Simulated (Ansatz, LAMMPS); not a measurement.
# Amorphous Ge (61 atoms) under strain, part 3 of 3

Aim: relax amorphous Ge (61 atoms), then change its volume and shape to read moduli from the stress.

Ansatz 0.2.0; Kohn-Sham DFT, PBE, PAW (set soft_1), plane waves.

The cell: 61 Ge. The quench rate of 3 K/ps far exceeds what a furnace or splat quench reaches. The starting topology of bonds comes from the classical model. Only the Γ point is sampled.

So far. Step 2 (Single point at the start): The r.m.s. force at the start is 0.52 eV/Å. Step 3 (Cell and atoms relaxed): The relaxation converged after 29 steps, with a largest force component of 0.029 eV/Å.

### 5. Volume -3 %

The relaxed cell is scaled evenly and the atoms are relaxed again; the stress at the end gives one point of P(V).

Contents of input.yaml:

```yaml
crystal:
  lattice:
    - [11.00838, -0.17717, -0.02502]
    - [-0.17717, 10.60799, 0.12971]
    - [-0.02502, 0.12971, 12.30693]
  atoms:
    [... the 61 atom lines of step 4 ...]
kpoints:
  mp_grid: { grid: [1, 1, 1] }
hamiltonian:
  xc: pbe
  pseudopotentials: { kind: paw, azcp: { folder: soft_1 } }
scf:
  occupations: { method: gaussian, width: 0.025 }
output:
  forces: true
  eigenvalues: true
  stress: true
relax:
  f_tol: 0.05
  max_steps: 70
```

The run is started by

```console
> ansatz run input.yaml --threads 4 --pin off --max-ram 8192MiB --backend cpu --events-out ev --progress --plain --runs-dir out
```

Numbers of over 12 decimals in the logs are rounded to 6 here.

What it wrote:

```text
Warning: output.stress: scf.convergence.dr2_threshold = 1e-7 eV (the SCF's general default) is looser than the 6.1e-9 eV advised for a printed stress (1e-10 eV for each atom of the cell: 61). What an SCF threshold leaves in a stress goes as its square root, and in the free energy as the threshold itself, and one threshold admits the most on a small cell: [...]
[...]
Crystal: 61 atoms, lattice volume = 1436.587 Å³
Basis set: ecut = 420 eV, 28105 PW (Γ), exchange–correlation on 150×144×180 points (8 copies of the dense FFT grid, shifted against one another)
Bands: 513, of which v1, the nominal top of the filled ones, is band 427 counted from 1 (426 counted from 0)
Symmetry: 1 space group operations
[...]
k-points: 1
[...]
SCF iter   1: F=—  HF=-261984.875572 eV  |F-HF|=—  |Δ(HF+E_count)|=         —  Δρ=3.13e-2  dr2=1.35e1  ethr=3.10e-3  ⟨swp⟩=6.0  Hψ=1841  notcnv=0
[...]
SCF iter  10: F=-261983.343187 eV  HF=-261983.343174 eV  |F-HF|=1.23e-5  |Δ(HF+E_count)|=   4.31e-5  Δρ=2.34e-5  dr2=2.52e-5  ethr=7.32e-9  ⟨swp⟩=8.0  Hψ=2337  notcnv=0
SCF 1 converged in 10 iterations: F = -261983.343187 eV  dr2 = 2.52e-5
[...]
relax step   1: F+E_penalty+E_count = -261983.34318674 eV  Δ(F+E_penalty+E_count) = +0.000e0 eV  max|allowed force component| = 1.406e-1 eV/Å  Δτ_max = 0.0000 Å  (10 SCF iters, dr2 threshold 6.25e-5 eV, accepted)
[...]
SCF iter  10: F=-261983.369858 eV  HF=-261983.369858 eV  |F-HF|=7.10e-9  |Δ(HF+E_count)|=   4.50e-8  Δρ=6.75e-7  dr2=3.30e-8  ethr=1.17e-11  ⟨swp⟩=3.0  Hψ=1136  notcnv=0
SCF 2 converged in 10 iterations: F = -261983.369858 eV  dr2 = 3.30e-8
relax step   2: F+E_penalty+E_count = -261983.36985784 eV  Δ(F+E_penalty+E_count) = -2.667e-2 eV  max|allowed force component| = 4.471e-2 eV/Å  Δτ_max = 0.0444 Å  (10 SCF iters, accepted)
SCF converged after 10 iterations
Free energy (F): -261983.369858 eV
[...]
Internal energy: -261983.369858 eV  (E = F + TS)
E sigma→0 (E₀):  -261983.369858 eV
Fermi energy:    7.826927 eV
[...]
--- Forces (eV/Å), atoms counted from 1 ---
  atom   1  Ge    -0.00663312    -0.00613095    -0.01984419
  atom   2  Ge    -0.00302153    -0.01546956     0.00810836
  atom   3  Ge    -0.01579791     0.00441097     0.00805391
  atom   4  Ge     0.00256407    -0.01105951    -0.01596594
  atom   5  Ge     0.01233903     0.00268154    -0.02961352
  atom   6  Ge     0.00320905     0.00041942    -0.01433740
  atom   7  Ge    -0.01168961     0.00779645     0.00225857
  atom   8  Ge     0.01029259     0.00160361     0.01710913
  atom   9  Ge    -0.00094123     0.01702803     0.01023517
  atom  10  Ge     0.00734027    -0.01393837    -0.00458313
  atom  11  Ge    -0.01064979     0.00498803    -0.01952897
  atom  12  Ge    -0.00485398     0.00051770     0.00196799
  atom  13  Ge     0.01360449     0.00156973    -0.00942175
  atom  14  Ge     0.01068327    -0.00578673     0.01027774
[...]
atom  60  Ge     0.01603704     0.01136656     0.04470817
  atom  61  Ge     0.00267500    -0.01111219     0.02279255
  max |Σ_I F_I| component: 2.11e-5 eV/Å
--- Stress (GPa, compression-positive) ---
        1.532801       0.019501       0.030677
        0.019501       1.573768       0.067797
        0.030677       0.067797       1.730589
  P = ⅓ Tr σ = 1.6124 GPa (16.124 kbar)
--- Band table (eV) ---
[...]
--- Relaxed structure (2 steps of the walk, 2 accepted, 0 SCFs on fresh bases) ---
  F+E_penalty+E_count = -261983.36985784 eV   max|allowed force component| = 4.471e-2 eV/Å
  atoms:
    - { symbol: Ge, position: [0.514504, 0.319301, 0.939776] }
    - { symbol: Ge, position: [0.360659, 0.572642, 0.698506] }
    - { symbol: Ge, position: [0.124966, 0.296662, 0.685694] }
    - { symbol: Ge, position: [0.316359, 0.433102, 0.388696] }
[...]
- { symbol: Ge, position: [0.693704, 0.277477, 0.055932] }
```

Elapsed: 41 s, on 4 threads of AMD EPYC 7B13 (Zen 3), shared host; peak memory 2.2 GiB.

The program notes that the SCF threshold is loose for the stress.

The relaxation converged after 2 steps, 0.0267 eV below its start, with a largest force component of 0.045 eV/Å.

Volume -3 %: the energy stands 0.216 eV above that of the reference, at a pressure of 1.61 GPa.

### 6. Volume +3 %

The relaxed cell is scaled to another volume.

Input and log are left out; they have the form of those shown for this kind of step.

The job ended after 61 s (4 threads of AMD EPYC 7B13 (Zen 3), shared host; peak memory 2.3 GiB).

The relaxation converged after 3 steps, 0.0264 eV below its start, with a largest force component of 0.024 eV/Å.

Volume +3 %: the energy stands 0.188 eV above that of the reference, at a pressure of -1.33 GPa.

### 7. Volume -6 %

The relaxed cell is scaled to another volume.

Input and log are left out; they have the form of those shown for this kind of step.

The job ended after 72 s (4 threads of AMD EPYC 7B13 (Zen 3), shared host; peak memory 2.2 GiB; 4.5 min of CPU time).

The relaxation converged after 4 steps, 0.142 eV below its start, with a largest force component of 0.040 eV/Å.

Volume -6 %: the energy stands 0.888 eV above that of the reference, at a pressure of 3.36 GPa.

### 8. Volume +6 %

The relaxed cell is scaled to another volume.

Input and log are left out; they have the form of those shown for this kind of step.

Elapsed: 67 s, on 4 threads of AMD EPYC 7B13 (Zen 3), shared host; peak memory 2.3 GiB.

The relaxation converged after 3 steps, 0.0936 eV below its start, with a largest force component of 0.041 eV/Å.

Volume +6 %: the energy stands 0.718 eV above that of the reference, at a pressure of -2.47 GPa.

### 9. Volume -10 %

The relaxed cell is scaled to another volume.

Input and log are left out; they have the form of those shown for this kind of step.

It took 3.1 min on 4 threads of AMD EPYC 7B13 (Zen 3), shared host; peak memory 2 GiB.

The relaxation converged after 11 steps, 0.669 eV below its start, with a largest force component of 0.036 eV/Å.

Volume -10 %: the energy stands 2.44 eV above that of the reference, at a pressure of 5.41 GPa.

### 10. Stretched by 1 % along x

The relaxed cell is strained along x alone, which gives the stiffness along x and its coupling to y and z.

input.yaml, the sections that differ from step 5:

```yaml
crystal:
  lattice:
    - [11.23193, -0.17898, -0.02528]
    - [-0.18077, 10.71624, 0.13103]
    - [-0.02553, 0.13103, 12.43252]
  atoms:
    [... the 61 atom lines of step 4 ...]
# kpoints, hamiltonian, scf, output, relax: as in step 5
```

What it wrote:

```text
[...]
Crystal: 61 atoms, lattice volume = 1495.828 Å³
Basis set: ecut = 420 eV, 29199 PW (Γ), exchange–correlation on 160×144×180 points (8 copies of the dense FFT grid, shifted against one another)
Bands: 513, of which v1, the nominal top of the filled ones, is band 427 counted from 1 (426 counted from 0)
Symmetry: 1 space group operations
[...]
k-points: 1
[...]
SCF iter   1: F=—  HF=-261984.955233 eV  |F-HF|=—  |Δ(HF+E_count)|=         —  Δρ=2.96e-2  dr2=1.29e1  ethr=3.10e-3  ⟨swp⟩=6.0  Hψ=1823  notcnv=0
[...]
SCF iter   9: F=—  HF=-261983.536651 eV  |F-HF|=—  |Δ(HF+E_count)|=   3.77e-4  Δρ=4.95e-5  dr2=3.03e-4  ethr=6.56e-8  ⟨swp⟩=2.0  Hψ=553  notcnv=0  defer=82
SCF iter  10: F=-261983.536721 eV  HF=-261983.536697 eV  |F-HF|=2.43e-5  |Δ(HF+E_count)|=   4.60e-5  Δρ=2.61e-5  dr2=2.73e-5  ethr=7.32e-9  ⟨swp⟩=9.0  Hψ=2453  notcnv=0
SCF 1 converged in 10 iterations: F = -261983.536721 eV  dr2 = 2.73e-5
[...]
relax step   1: F+E_penalty+E_count = -261983.53672096 eV  Δ(F+E_penalty+E_count) = +0.000e0 eV  max|allowed force component| = 1.427e-1 eV/Å  Δτ_max = 0.0000 Å  (10 SCF iters, dr2 threshold 6.25e-5 eV, accepted)
[...]
SCF iter   1: F=—  HF=-261983.553044 eV  |F-HF|=—  |Δ(HF+E_count)|=         —  Δρ=9.96e-4  dr2=7.24e-3  ethr=8.24e-7  ⟨swp⟩=2.0  Hψ=1314  notcnv=0  defer=82
[...]
SCF iter   8: F=—  HF=-261983.553166 eV  |F-HF|=—  |Δ(HF+E_count)|=   3.17e-7  Δρ=2.32e-6  dr2=2.59e-7  ethr=5.85e-11  ⟨swp⟩=2.0  Hψ=856  notcnv=0  defer=82
SCF iter   9: F=-261983.553166 eV  HF=-261983.553166 eV  |F-HF|=2.77e-8  |Δ(HF+E_count)|=   1.07e-7  Δρ=1.11e-6  dr2=8.06e-8  ethr=1.17e-11  ⟨swp⟩=8.0  Hψ=2404  notcnv=0
SCF 2 converged in 9 iterations: F = -261983.553166 eV  dr2 = 8.06e-8
relax step   2: F+E_penalty+E_count = -261983.55316584 eV  Δ(F+E_penalty+E_count) = -1.644e-2 eV  max|allowed force component| = 4.590e-2 eV/Å  Δτ_max = 0.0423 Å  (9 SCF iters, accepted)
SCF converged after 9 iterations
Free energy (F): -261983.553166 eV
[...]
Internal energy: -261983.553166 eV  (E = F + TS)
E sigma→0 (E₀):  -261983.553166 eV
Fermi energy:    7.321930 eV
[...]
Σ components = -261983.553166   (vs F -261983.553166, Δ=0.00e0)
--- Forces (eV/Å), atoms counted from 1 ---
  atom   1  Ge     0.00231188    -0.00683842     0.02507235
  atom   2  Ge     0.00204153     0.00776890     0.00032609
  atom   3  Ge    -0.00151324    -0.00504946    -0.00658323
  atom   4  Ge     0.00449999    -0.00069922     0.00353571
[...]
atom  61  Ge     0.00054440     0.00392458    -0.02140503
  max |Σ_I F_I| component: 1.78e-5 eV/Å
--- Stress (GPa, compression-positive) ---
       -0.697163      -0.013141       0.005042
       -0.013141      -0.262554      -0.034862
        0.005042      -0.034862      -0.382841
  P = ⅓ Tr σ = -0.4475 GPa (-4.475 kbar)
--- Band table (eV) ---
[...]
--- Relaxed structure (2 steps of the walk, 2 accepted, 0 SCFs on fresh bases) ---
  F+E_penalty+E_count = -261983.55316584 eV   max|allowed force component| = 4.590e-2 eV/Å
  atoms:
    - { symbol: Ge, position: [0.513880, 0.319271, 0.940415] }
    - { symbol: Ge, position: [0.361020, 0.573715, 0.700440] }
    - { symbol: Ge, position: [0.124604, 0.297193, 0.685740] }
    - { symbol: Ge, position: [0.315664, 0.432738, 0.389081] }
[...]
- { symbol: Ge, position: [0.692485, 0.277434, 0.054413] }
```

The job ended after 43 s (4 threads; peak memory 2.3 GiB; 2.7 min of CPU time).

The relaxation converged after 2 steps, 0.0164 eV below its start, with a largest force component of 0.046 eV/Å.

Stretched by 1 % along x: the energy stands 0.0328 eV above that of the reference, at a pressure of -0.448 GPa.

### 11. Compressed by 1 % along x

The relaxed cell is strained along x alone, which gives the stiffness along x and its coupling to y and z.

input.yaml, the sections that differ from step 10:

```yaml
crystal:
  lattice:
    - [11.00951, -0.17898, -0.02528]
    - [-0.17719, 10.71624, 0.13103]
    - [-0.02503, 0.13103, 12.43252]
  atoms:
    [... the 61 atom lines of step 4 ...]
# kpoints, hamiltonian, scf, output, relax: as in step 10
```

What it wrote:

```text
[...]
Crystal: 61 atoms, lattice volume = 1466.207 Å³
Basis set: ecut = 420 eV, 28663 PW (Γ), exchange–correlation on 150×144×180 points (8 copies of the dense FFT grid, shifted against one another)
Bands: 513, of which v1, the nominal top of the filled ones, is band 427 counted from 1 (426 counted from 0)
Symmetry: 1 space group operations
[...]
k-points: 1
[...]
SCF iter   1: F=—  HF=-261984.989430 eV  |F-HF|=—  |Δ(HF+E_count)|=         —  Δρ=3.04e-2  dr2=1.31e1  ethr=3.10e-3  ⟨swp⟩=6.0  Hψ=1832  notcnv=0
[...]
SCF iter  10: F=-261983.534597 eV  HF=-261983.534567 eV  |F-HF|=3.00e-5  |Δ(HF+E_count)|=   4.80e-5  Δρ=2.54e-5  dr2=2.01e-5  ethr=7.32e-9  ⟨swp⟩=8.0  Hψ=2434  notcnv=0
SCF 1 converged in 10 iterations: F = -261983.534597 eV  dr2 = 2.01e-5
[...]
relax step   1: F+E_penalty+E_count = -261983.53459669 eV  Δ(F+E_penalty+E_count) = +0.000e0 eV  max|allowed force component| = 1.536e-1 eV/Å  Δτ_max = 0.0000 Å  (10 SCF iters, dr2 threshold 6.25e-5 eV, accepted)
[...]
SCF iter  10: F=-261983.553325 eV  HF=-261983.553325 eV  |F-HF|=8.27e-9  |Δ(HF+E_count)|=   2.51e-8  Δρ=5.84e-7  dr2=3.10e-8  ethr=1.17e-11  ⟨swp⟩=3.0  Hψ=1356  notcnv=0
SCF 2 converged in 10 iterations: F = -261983.553325 eV  dr2 = 3.10e-8
relax step   2: F+E_penalty+E_count = -261983.55332548 eV  Δ(F+E_penalty+E_count) = -1.873e-2 eV  max|allowed force component| = 3.401e-2 eV/Å  Δτ_max = 0.0369 Å  (10 SCF iters, accepted)
SCF converged after 10 iterations
Free energy (F): -261983.553325 eV
[...]
Internal energy: -261983.553325 eV  (E = F + TS)
E sigma→0 (E₀):  -261983.553325 eV
Fermi energy:    7.576876 eV
[...]
--- Forces (eV/Å), atoms counted from 1 ---
  atom   1  Ge    -0.00823440    -0.00368140    -0.03401304
  atom   2  Ge     0.00181745    -0.00544954     0.00082127
  atom   3  Ge     0.00041108     0.01151260    -0.00413647
  atom   4  Ge    -0.00004857    -0.00825349    -0.01168575
  atom   5  Ge     0.01900233     0.00027180    -0.01307232
  atom   6  Ge     0.00726276     0.00472770    -0.02290788
  atom   7  Ge    -0.00114940    -0.00464504    -0.00066718
  atom   8  Ge    -0.00779893    -0.00554246    -0.00344319
  atom   9  Ge    -0.00081500     0.00672576     0.01079234
  atom  10  Ge     0.00850385     0.00147456    -0.00328677
  atom  11  Ge     0.00102999     0.01128593     0.00388743
  atom  12  Ge    -0.00116991     0.01007016     0.00303290
  atom  13  Ge     0.01098880    -0.00081626    -0.00400899
  atom  14  Ge    -0.01164222    -0.02045396    -0.02343902
[...]
atom  60  Ge     0.00980549     0.00264121     0.01971202
  atom  61  Ge     0.00414425    -0.01733695     0.03020874
  max |Σ_I F_I| component: 6.29e-6 eV/Å
--- Stress (GPa, compression-positive) ---
        0.744181       0.050946       0.051522
        0.050946       0.333410       0.043280
        0.051522       0.043280       0.359915
  P = ⅓ Tr σ = 0.4792 GPa (4.792 kbar)
--- Band table (eV) ---
[...]
--- Relaxed structure (2 steps of the walk, 2 accepted, 0 SCFs on fresh bases) ---
  F+E_penalty+E_count = -261983.55332548 eV   max|allowed force component| = 3.401e-2 eV/Å
  atoms:
    - { symbol: Ge, position: [0.514492, 0.319494, 0.939753] }
    - { symbol: Ge, position: [0.360889, 0.573540, 0.699095] }
    - { symbol: Ge, position: [0.124988, 0.296692, 0.685924] }
    - { symbol: Ge, position: [0.315852, 0.433165, 0.388486] }
[...]
- { symbol: Ge, position: [0.694063, 0.276526, 0.055646] }
```

Wall time 44 s (4 threads); peak memory 2.2 GiB.

The relaxation converged after 2 steps, 0.0187 eV below its start, with a largest force component of 0.034 eV/Å.

Compressed by 1 % along x: the energy stands 0.0327 eV above that of the reference, at a pressure of 0.479 GPa.

### 12. Pressure against volume

Atoms are relaxed at each volume, in the scaled cell.

```csv
volume change (%),volume (Å³/atom),energy change (meV/atom),pressure (GPa),largest move on relaxing (Å),bonds,gap (eV)
-10,21.851,39.95,5.41,1.14,124,0.490
-6,22.822,14.55,3.36,0.15,124,0.513
-3,23.551,3.54,1.61,0.04,123,0.500
+0,24.279,0.00,0.01,-,123,0.483
+3,25.007,3.08,-1.33,0.06,123,0.474
+6,25.736,11.77,-2.47,0.11,123,0.460
```

### 13. Uniaxial strain and shear

Stress (GPa, compression positive) less that of the relaxed cell, atoms relaxed:

```csv
strain,xx,yy,zz,xy,energy change (meV/atom)
stretched by 1 % along x,-0.697,-0.292,-0.369,-0.028,0.54
compressed by 1 % along x,0.745,0.304,0.374,0.036,0.54
```

### 14. Outcome

The bulk modulus, from the slope of pressure against ln V over the three points nearest the relaxed volume, is 49.1 GPa; between neighbouring points the slope runs 47, 56, 53, 45 and 39 GPa from the smallest volume up, without a steady fall, so no pressure derivative is given. The count of bonds runs from 123 to 124 over the series, so at some points contacts cross the cutoffs. At -10 % some atom moved by over 0.5 Å on relaxing, so that point may sit in another local minimum. The gap goes from 0.490 eV at the smallest volume to 0.460 eV at the largest, not monotonically (lowest 0.460, highest 0.513 eV), on the run's k-points. In the Cartesian axes of the cell, finite differences give C11 = 72.1, C12 = 29.8 and C13 = 37.1 GPa. The mean of C11, C12 and C13, which equals the bulk modulus in a cubic or isotropic solid, is 46.3 GPa: it agrees with the bulk modulus within 10 %.

**Limits.** Strains are finite and relaxations stop at the force tolerance of the input, which can leave moduli too stiff; they are those of a static cell at zero temperature. Volumes are changed with the cell's shape held, so in an anisotropic solid the modulus lies over the one under free hydrostatic load. The program notes that the SCF threshold of the relaxations is loose for the stress. The cell edges changed by -1, -4 and +11 % with the Γ point alone; in so small a cell a change of shape can follow the discrete levels, so shape, energy gain and any gap at the end may be artefacts of the sampling.

The DFT runs together took 18 min of wall time.

[Logs are printed without paths, hosts, clocks, repeated set-up lines and the standing remarks that a program may print on its own settings, such as how far it seeks lower states.]

[Hosts, paths, dates, database ids (printed as entryN), source tags and the programs' standing remarks are cut or masked in the printed files.]
